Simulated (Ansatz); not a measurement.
**Ta3N5 (Cmcm): bands and screening cutoff converge together**

Wanted: the G0W0 gap of Ta3N5 (Cmcm) over a grid of bands and cutoffs.

Main program and level: Ansatz 0.2.0; G0W0 on LDA, plane waves, PAW; PAW set soft_1.

## (1) The starting structure

The structure is orthorhombic, space group Cmcm (No. 63). Conventional cell: a = 3.886 Å, b = 10.212 Å, c = 10.262 Å, α = 90.00°, β = 90.00°, γ = 90.00°. Nearest to Ta lie 6 N at 2.04 to 2.14 Å. Nearest to Ta lie 6 N at 1.96 to 2.24 Å. Nearest to N lie 4 Ta at 2.06 to 2.22 Å. Nearest to N lie 3 Ta at 1.96 to 2.04 Å. Nearest to N lie 4 Ta at 2.03 to 2.24 Å. Farther neighbours and most contacts between anions are not listed.

As a file:

```xyz
16
Lattice="1.9431 -5.1059 0.0000 1.9431 5.1059 0.0000 0.0000 0.0000 10.2624" Properties=species:S:1:pos:R:3 pbc="T T T"
Ta    1.9431   -3.0932    2.5656
Ta    1.9431    3.0932    7.6968
Ta    1.9431   -3.7319    5.7373
Ta    1.9431    3.7319    0.6061
Ta    1.9431    3.7319    4.5251
Ta    1.9431   -3.7319    9.6563
N     1.9431    2.6879    2.5656
N     1.9431   -2.6879    7.6968
N     1.9431   -4.6258    1.2263
N     1.9431    4.6258    6.3575
N     1.9431    4.6258    9.0361
N     1.9431   -4.6258    3.9049
N     1.9431   -1.9543    0.7572
N     1.9431    1.9543    5.8884
N     1.9431    1.9543    9.5052
N     1.9431   -1.9543    4.3740
```

The cell and positions come from the Crystallography Open Database and are kept as given unless a step says otherwise. Spin-orbit coupling is left out unless a step names it.

## (2) 163 empty bands, screening to 50 eV

G0W0 replaces the xc potential by the self-energy, built once from these orbitals. Only a window of levels is corrected, while the sums run over the empty bands that the input names. This step takes PAW set soft_1 files.

Input file input.yaml:

```yaml
crystal:
  lattice:
    - [1.9431, -5.1059, 0.0]
    - [1.9431, 5.1059, 0.0]
    - [0.0, 0.0, 10.2624]
  atoms:
    - { symbol: Ta, position: [0.8029, 0.1971, 0.25] }
    - { symbol: Ta, position: [0.1971, 0.8029, 0.75] }
    - { symbol: Ta, position: [0.86545, 0.13455, 0.55906] }
    - { symbol: Ta, position: [0.13455, 0.86545, 0.05906] }
    - { symbol: Ta, position: [0.13455, 0.86545, 0.44094] }
    - { symbol: Ta, position: [0.86545, 0.13455, 0.94094] }
    - { symbol: "N", position: [0.23678, 0.76322, 0.25] }
    - { symbol: "N", position: [0.76322, 0.23678, 0.75] }
    - { symbol: "N", position: [0.95299, 0.04701, 0.11949] }
    - { symbol: "N", position: [0.04701, 0.95299, 0.61949] }
    - { symbol: "N", position: [0.04701, 0.95299, 0.88051] }
    - { symbol: "N", position: [0.95299, 0.04701, 0.38051] }
    - { symbol: "N", position: [0.69138, 0.30862, 0.07378] }
    - { symbol: "N", position: [0.30862, 0.69138, 0.57378] }
    - { symbol: "N", position: [0.30862, 0.69138, 0.92622] }
    - { symbol: "N", position: [0.69138, 0.30862, 0.42622] }
kpoints:
  mp_grid: { grid: [4, 4, 2] }
hamiltonian:
  xc: lda
  pseudopotentials: { kind: paw, azcp: { folder: soft_1 }, xc_functional: pbe }
scf:
  occupations: { method: fixed }
gw:
  n_empty_bands: 163
  ecut_chi: 50
  qp_bands: [v4, c4]
  qp_kpoints: band_edges
  screening: { model: contour_deformation }
```

Run with:

```bash
> ansatz run input.yaml --threads 2 --pin off --max-ram 92160MiB --backend cuda --events-out ev --progress --plain --runs-dir out --devices 1 --max-vram 13GiB
```

Numbers of over 12 decimals in the logs are rounded to 6 here.

The program printed:

```text
GPUs: using 1 of 1 available (devices: 1).
Engine: ansatz 0.2.0, x86_64-unknown-linux-gnu
Pseudopotentials: kind: paw
Pseudopotential: Ta, paw, valence charge 13, recommended cutoff 420 eV (normal), soft_1/Ta.paw.azcp
Pseudopotential: N, paw, valence charge 5, recommended cutoff 420 eV (normal), soft_1/N.paw.azcp
Functional definition: SPW92
  exchange = slater_x
  correlation = pw_c
device memory: the entry about to start is reckoned to put 3.2 GiB on a device that reports 49.3 GiB free (of which the cap on the GPU budget leaves the run 13.0 GiB)
GPU FFT provider: cuFFT
GPU libraries: cuBLAS 13.8.2, cuFFT 12.4.0, cuSOLVER 12.3.4
Crystal: 16 atoms, lattice volume = 203.632 Å³
Basis set: ecut = 420 eV, 3985 PW (Γ)
Bands: 80, of which v1, the nominal top of the filled ones, is band 64 counted from 1 (63 counted from 0)
Symmetry: 8 space group operations
Space group: Cmcm (ITA 63), of the structure as read, at distance tolerance 5.9e-5 Å
k-points: 14 of 32
Non-local potential: Ta, projectors of the file, l = 0: 3, l = 1: 2, l = 2: 2, l = 3: 1
Non-local potential: N, projectors of the file, l = 0: 2, l = 1: 2, l = 2: 1
PAW form: soft (Blöchl's): semilocal exchange-correlation on the pseudo side does not see the compensation charge
PAW frozen core: Ta, regenerated for the run's functional, and the local potential with it (the file was generated under x = pbe(κ = 0.804, μ = 0.219515), c = pbe(β = 0.066725))
PAW frozen core: N, regenerated for the run's functional, and the local potential with it (the file was generated under x = pbe(κ = 0.804, μ = 0.219515), c = pbe(β = 0.066725))
PAW one-centre angular grid: Ta, 590 points (default); XC on 64 Gauss nodes
PAW one-centre angular grid: N, 110 points (default); XC on 64 Gauss nodes
Initial density: superposition of atomic densities (chi_scale 0.1, normalization cell, long waves kept (reshape's long-wave potential 0.01 eV rms))
Initial wavefunctions: pseudopotential atomic-orbital guess
GPU buffer pool allocated for 115200 grid points (all kernels)
GPU transforms: local potential and band sums: pruned to the plane-wave sphere, on 40×40×72
Functional: x = slater, c = lda
SCF iter   1: F=—  HF=-61864.970500 eV  |F-HF|=—  |Δ(HF+E_count)|=         —  Δρ=1.10e-1  dr2=2.80e1  ethr=3.10e-3  ⟨swp⟩=4.5  Hψ=3833  notcnv=0  defer=190
preconditioner: auto → Resta (q_TF=auto, 2.525 Å⁻¹)  ε∞=6.3  [insulator: Δε(μ)=2.655 eV  Ē_g=10.129 eV  n_scr=56 (ndim 8)  ℏωp=23.3 eV  f_vac=0.013  ε∞_Penn≈6.3]
SCF iter   2: F=—  HF=-61858.267622 eV  |F-HF|=—  |Δ(HF+E_count)|=    6.70e0  Δρ=4.41e-2  dr2=2.58e0  ethr=3.10e-3  ⟨swp⟩=2.8  Hψ=2006  notcnv=0  defer=183
SCF iter   3: F=—  HF=-61857.720284 eV  |F-HF|=—  |Δ(HF+E_count)|=   5.47e-1  Δρ=2.26e-2  dr2=9.08e-1  ethr=2.01e-3  ⟨swp⟩=2.0  Hψ=1340  notcnv=0  defer=195
SCF iter   4: F=—  HF=-61857.503078 eV  |F-HF|=—  |Δ(HF+E_count)|=   2.17e-1  Δρ=1.12e-2  dr2=3.05e-1  ethr=7.09e-4  ⟨swp⟩=2.1  Hψ=1424  notcnv=0  defer=192
SCF iter   5: F=—  HF=-61857.429572 eV  |F-HF|=—  |Δ(HF+E_count)|=   7.35e-2  Δρ=2.05e-3  dr2=2.05e-2  ethr=2.39e-4  ⟨swp⟩=2.1  Hψ=1536  notcnv=0  defer=194
SCF iter   6: F=—  HF=-61857.427091 eV  |F-HF|=—  |Δ(HF+E_count)|=   2.48e-3  Δρ=6.54e-4  dr2=2.02e-3  ethr=1.60e-5  ⟨swp⟩=2.0  Hψ=1575  notcnv=0  defer=195
SCF iter   7: F=—  HF=-61857.427167 eV  |F-HF|=—  |Δ(HF+E_count)|=   7.56e-5  Δρ=2.24e-4  dr2=1.43e-4  ethr=1.57e-6  ⟨swp⟩=2.0  Hψ=1435  notcnv=0  defer=193
SCF iter   8: F=—  HF=-61857.427208 eV  |F-HF|=—  |Δ(HF+E_count)|=   4.07e-5  Δρ=1.28e-4  dr2=4.29e-5  ethr=1.11e-7  ⟨swp⟩=2.0  Hψ=1541  notcnv=0  defer=165
SCF iter   9: F=—  HF=-61857.427209 eV  |F-HF|=—  |Δ(HF+E_count)|=   1.72e-6  Δρ=7.35e-5  dr2=1.24e-5  ethr=3.35e-8  ⟨swp⟩=2.0  Hψ=1593  notcnv=0  defer=140
SCF iter  10: F=—  HF=-61857.427208 eV  |F-HF|=—  |Δ(HF+E_count)|=   1.66e-6  Δρ=1.34e-5  dr2=4.65e-7  ethr=9.70e-9  ⟨swp⟩=2.0  Hψ=1513  notcnv=0  defer=139
[...]
device memory: the entry about to start is reckoned to put 1.3 GiB on a device that reports 61.9 GiB free (of which the cap on the GPU budget leaves the run 13.0 GiB)
NSCF: frozen V_eff on 1 k-points
SCF converged after 11 iterations
Free energy (F): -61857.427208 eV
Harris-Foulkes:  -61857.427208 eV  (|F-HF|=3.93e-8)
Internal energy: -61857.427208 eV  (E = F + TS)
E sigma→0 (E₀):  -61857.427208 eV
Fermi energy:    11.504656 eV
--- Per-component energies (eV) ---
  E_band       = -1040.023261
  E_kinetic    = 3616.231741
  E_local      = -7373.115048  (includes V_loc(G=0)·N_el)
  E_nonlocal   = 335.132949
  E_hartree    = 2690.418017
  E_xc         = -2490.039322
  E_vxc        = -2141.640112  (∫ρ·V_xc dr)
  E_paw        = -49534.980711  (= ΣΔE_a)
  E_vpaw       = -857.478623  (= ΣTr[D̂ρ^β])
  E_aug_tail   = 0.009281  (compensation charges beyond the density's cutoff)
  E_ewald      = -9103.438537
  E_core_change = 2.354423  (= ΣΔE_core)
  E_smearing   = -0.000000  (= −TS)
  E_closure    = -0.000000  (closes the sum)
  Σ components = -61857.427208   (vs F -61857.427208, Δ=0.00e0)
--- Band table (eV; the first three rows and the last of 14) ---
  k-point 0: bands = [... 60 lower, 10.7078, 11.0238, 11.2545, 11.5047, 12.9008, 13.2184, 13.6041, 13.9085, ... 12 higher]
  k-point 1: bands = [... 60 lower, 10.8162, 10.8162, 10.9880, 10.9880, 13.0907, 13.0907, 13.9806, 13.9806, ... 12 higher]
  k-point 2: bands = [... 60 lower, 10.6254, 10.7514, 10.9152, 11.4205, 13.4283, 14.0203, 14.1446, 14.3602, ... 12 higher]
  k-point 13: bands = [... 60 lower, 10.3415, 10.3415, 10.9425, 10.9425, 13.0375, 13.0375, 14.1739, 14.1739, ... 12 higher]
--- G₀W₀: contour deformation, 7 samples at zero and on the imaginary axis and 1 off it, 32 q-points, 163 empty bands' worth ---
  eigenvalues of the whole cell's RPA ε∞ on this k-mesh (on a slab, of 1 + 4πα/V) = 11.0758, 11.0868, 14.2137; static W/v taken at q = 0 is 0.080481
  bands read: the sum over 227 bands ends inside a degenerate multiplet in 7 slots, whose members it reads at an even weight; the widest, k=1: bands 227 to 228 (counted from 1) at 1/2 each
  gw.qp_kpoints: band_edges: 13 of 14 stored k-points solved, in 1 pass; an edge of the gap read off the rows below is read off those points alone
    valence top: of the k-points left out ik 7 came nearest to being solved in a further pass, in band 64 (counted from 1, as in the quasiparticle table): it holds the edge there only if its correction is more favourable than any solved in that band by at least 0.859 eV; those differ by 0.135 eV
    conduction bottom: of the k-points left out ik 7 came nearest to being solved in a further pass, in band 66 (counted from 1, as in the quasiparticle table): it holds the edge there only if its correction is more favourable than any solved in that band by at least 1.103 eV; those differ by 0.100 eV
    ik  band        ε_KS         Σx   Σc(E_QP)       V_xc       Z   E_QP_lin       E_QP  E_QP is
     0    61     10.7078   -21.2017     3.3940   -18.3672  0.7525    11.2624    11.2673  root
     0    62     11.0238   -21.5509     3.4415   -18.7081  0.7530    11.6169    11.6225  root
     0    63     11.2545   -22.4630     3.5617   -19.5998  0.7598    11.9463    11.9531  root
     0    64     11.5047   -21.3368     3.0591   -18.9846  0.7597    12.2051    12.2116  root
     0    65     12.9008   -13.2976    -4.2529   -18.7893  0.7819    14.1900    14.1395  root
     0    66     13.2184   -13.7802    -4.1102   -19.1456  0.7782    14.5287    14.4736  root
     0    67     13.6041   -13.5220    -4.1920   -18.9585  0.7780    14.9026    14.8487  root
     0    68     13.9085   -13.1560    -4.7949   -19.2155  0.7699    15.2378    15.1731  root
     1    61     10.8162   -21.5572     3.4839   -18.6541  0.7517    11.3916    11.3971  root
     1    62     10.8162   -21.5572     3.4839   -18.6541  0.7517    11.3916    11.3971  root
     1    63     10.9880   -21.7612     3.4406   -18.9457  0.7581    11.6074    11.6131  root
     1    64     10.9880   -21.7612     3.4406   -18.9457  0.7581    11.6074    11.6131  root
     1    65     13.0907   -13.7433    -4.0862   -19.0791  0.7792    14.3934    14.3402  root
     1    66     13.0907   -13.7433    -4.0862   -19.0791  0.7792    14.3934    14.3402  root
[...]
13    64     10.9425   -21.4795     3.4153   -18.6613  0.7537    11.5340    11.5396  root
    13    65     13.0375   -13.5669    -4.0815   -18.8760  0.7789    14.3140    14.2650  root
    13    66     13.0375   -13.5669    -4.0815   -18.8760  0.7789    14.3140    14.2650  root
    13    67     14.1739   -13.2006    -4.1167   -18.5400  0.7743    15.4480    15.3965  root
    13    68     14.1739   -13.2006    -4.1167   -18.5400  0.7743    15.4480    15.3965  root
```

It took 19 s on 1 × NVIDIA H100 80GB HBM3 (shared by 6 runs) with 2 threads of AMD EPYC 7R13 (Zen 3), shared host; peak memory 1.4 GiB.

Numbers from this step:

- bands summed: 227
- RPA ε∞ on this mesh (eigenvalues): 11.08, 11.09, 14.21
- plane waves in the screening matrix: 165
- q-points in the mesh: 32
- G0W0 gap on the mesh: 1.657 eV
- k of the valence top: 0, 0, 0
- k of the conduction bottom: -0.5, -0.5, 0
- starting gap on the mesh: 1.155 eV
- Z at the valence top: 0.7597
- Z at the conduction bottom: 0.7848
- least direct G0W0 gap on the computed points: 1.898 eV

The gap on the mesh goes from 1.16 eV to 1.66 eV, a correction of +0.50 eV. Between the two edge states, bare exchange in place of the xc potential would open the gap by 7.80 eV, and correlation takes back 7.30 eV.

## (3) 849 empty bands, screening to 50 eV

Edit input.yaml of step 2 so:

```diff
@@ -30,3 +30,3 @@
 gw:
-  n_empty_bands: 163
+  n_empty_bands: 849
   ecut_chi: 50
```

The program printed:

```text
GPUs: using 1 of 1 available (devices: 1).
[...]
GPU FFT provider: cuFFT
GPU libraries: cuBLAS 13.8.2, cuFFT 12.4.0, cuSOLVER 12.3.4
Crystal: 16 atoms, lattice volume = 203.632 Å³
Basis set: ecut = 420 eV, 3985 PW (Γ)
Bands: 80, of which v1, the nominal top of the filled ones, is band 64 counted from 1 (63 counted from 0)
Symmetry: 8 space group operations
[...]
k-points: 14 of 32
[...]
0    68     13.9085   -13.1560    -5.1636   -19.2155  0.7688    14.8253    14.8043  root
[...]
13    65     13.0375   -13.5669    -4.4504   -18.8760  0.7776    13.9119    13.8961  root
    13    66     13.0375   -13.5669    -4.4504   -18.8760  0.7776    13.9119    13.8961  root
    13    67     14.1739   -13.2006    -4.4758   -18.5400  0.7729    15.0551    15.0375  root
    13    68     14.1739   -13.2006    -4.4758   -18.5400  0.7729    15.0551    15.0375  root
[key lines of the parts left out:]
SCF converged after 11 iterations
Free energy (F): -61857.427208 eV
Fermi energy:    11.504656 eV
```

Wall time 92 s (1 × NVIDIA H100 80GB HBM3 (shared by 6 runs) with 2 threads); peak memory 2.6 GiB; 2.3 min of CPU time.

This step gave:

```
bands summed                                 : 913
RPA ε∞ on this mesh (eigenvalues)            : 11.10, 11.10, 14.24
plane waves in the screening matrix          : 165
G0W0 gap on the mesh                         : 1.604 eV
k of the valence top                         : 0, 0, 0
k of the conduction bottom                   : -0.5, -0.5, 0
starting gap on the mesh                     : 1.155 eV
least direct G0W0 gap on the computed points : 1.842 eV
```

Against the run with 4×4×2 mesh, 163 empty bands, screening to 50 eV, PAW set soft_1 files, the gap moves by −0.05 eV.

## (4) 462 empty bands, screening to 100 eV

Another rung: the empty bands reach about as high as the screening cutoff, so the two stay in balance.

Edit input.yaml of step 3 so:

```diff
@@ -30,4 +30,4 @@
 gw:
-  n_empty_bands: 849
-  ecut_chi: 50
+  n_empty_bands: 462
+  ecut_chi: 100
   qp_bands: [v4, c4]
```

The program printed:

```text
GPUs: using 1 of 1 available (devices: 1).
[...]
GPU FFT provider: cuFFT
GPU libraries: cuBLAS 13.8.2, cuFFT 12.4.0, cuSOLVER 12.3.4
Crystal: 16 atoms, lattice volume = 203.632 Å³
Basis set: ecut = 420 eV, 3985 PW (Γ)
Bands: 80, of which v1, the nominal top of the filled ones, is band 64 counted from 1 (63 counted from 0)
Symmetry: 8 space group operations
[...]
k-points: 14 of 32
[...]
0    68     13.9085   -13.1560    -5.1597   -19.2155  0.7633    14.8301    14.8083  root
[...]
13    65     13.0375   -13.5669    -4.4617   -18.8760  0.7723    13.9004    13.8848  root
    13    66     13.0375   -13.5669    -4.4617   -18.8760  0.7723    13.9004    13.8848  root
    13    67     14.1739   -13.2006    -4.4919   -18.5400  0.7671    15.0385    15.0213  root
    13    68     14.1739   -13.2006    -4.4919   -18.5400  0.7671    15.0385    15.0213  root
[key lines of the parts left out:]
SCF converged after 11 iterations
Free energy (F): -61857.427208 eV
Fermi energy:    11.504656 eV
```

It took 37 s on 1 × NVIDIA H100 80GB HBM3 (shared by 6 runs) with 2 threads; peak memory 2.1 GiB; 43 s of CPU time.

The G0W0 gap on the mesh is 1.773 eV.

## (5) 2402 empty bands, screening to 100 eV

Edit input.yaml of step 4 so:

```diff
@@ -30,3 +30,3 @@
 gw:
-  n_empty_bands: 462
+  n_empty_bands: 2402
   ecut_chi: 100
```

The program printed:

```text
GPUs: using 1 of 1 available (devices: 1).
[...]
GPU FFT provider: cuFFT
GPU libraries: cuBLAS 13.8.2, cuFFT 12.4.0, cuSOLVER 12.3.4
Crystal: 16 atoms, lattice volume = 203.632 Å³
Basis set: ecut = 420 eV, 3985 PW (Γ)
Bands: 80, of which v1, the nominal top of the filled ones, is band 64 counted from 1 (63 counted from 0)
Symmetry: 8 space group operations
[...]
k-points: 14 of 32
[...]
0    68     13.9085   -13.1560    -5.3471   -19.2155  0.7628    14.6333    14.6208  root
[...]
13    65     13.0375   -13.5669    -4.6507   -18.8760  0.7718    13.7044    13.6958  root
    13    66     13.0375   -13.5669    -4.6507   -18.8760  0.7718    13.7044    13.6958  root
    13    67     14.1739   -13.2006    -4.6805   -18.5400  0.7666    14.8423    14.8328  root
    13    68     14.1739   -13.2006    -4.6805   -18.5400  0.7666    14.8423    14.8328  root
[key lines of the parts left out:]
SCF converged after 11 iterations
Free energy (F): -61857.427208 eV
Fermi energy:    11.504656 eV
```

Elapsed: 8.7 min, on 1 × NVIDIA H100 80GB HBM3 (shared by 6 runs) with 2 threads; peak memory 7.7 GiB; 15 min of CPU time.

The G0W0 gap on the mesh is 1.776 eV.

## (6) 163 empty bands, screening to 150 eV

Edit input.yaml of step 5 so:

```diff
@@ -30,4 +30,4 @@
 gw:
-  n_empty_bands: 2402
-  ecut_chi: 100
+  n_empty_bands: 163
+  ecut_chi: 150
   qp_bands: [v4, c4]
```

The program printed:

```text
GPUs: using 1 of 1 available (devices: 1).
[...]
GPU FFT provider: cuFFT
GPU libraries: cuBLAS 13.8.2, cuFFT 12.4.0, cuSOLVER 12.3.4
Crystal: 16 atoms, lattice volume = 203.632 Å³
Basis set: ecut = 420 eV, 3985 PW (Γ)
Bands: 80, of which v1, the nominal top of the filled ones, is band 64 counted from 1 (63 counted from 0)
Symmetry: 8 space group operations
[...]
k-points: 14 of 32
[...]
4    67     14.1035   -13.7197    -4.5354   -19.5992  0.7694    15.5552    15.4476  root ?
[...]
13    65     13.0375   -13.5669    -4.0415   -18.8760  0.7727    14.3651    14.3051  root
    13    66     13.0375   -13.5669    -4.0415   -18.8760  0.7727    14.3651    14.3051  root
    13    67     14.1739   -13.2006    -4.0905   -18.5400  0.7668    15.4814    15.4228  root
    13    68     14.1739   -13.2006    -4.0905   -18.5400  0.7668    15.4814    15.4228  root
[key lines of the parts left out:]
SCF converged after 11 iterations
Free energy (F): -61857.427208 eV
Fermi energy:    11.504656 eV
```

Elapsed: 25 s, on 1 × NVIDIA H100 80GB HBM3 (shared by 6 runs) with 2 threads; peak memory 2.7 GiB; 33 s of CPU time.

The G0W0 gap on the mesh is 1.779 eV.

(Part 1 of 2 ends here.)

[Paths, hosts, dates, memory and timing lines, banners, echoed tables and standing remarks are left out of the program output.]

[Logs are printed without paths, hosts, clocks, repeated set-up lines and the standing remarks that a program may print on its own settings, such as how far it seeks lower states.]

[Runs of the session that timed out or met a known fault of the program may be left out.]

[Cells called generated may have been cut or substituted from an entry of the Crystallography Open Database or the Materials Project.]

[Hosts, paths, dates, database ids (printed as entryN), source tags and the programs' standing remarks are cut or masked in the printed files.]
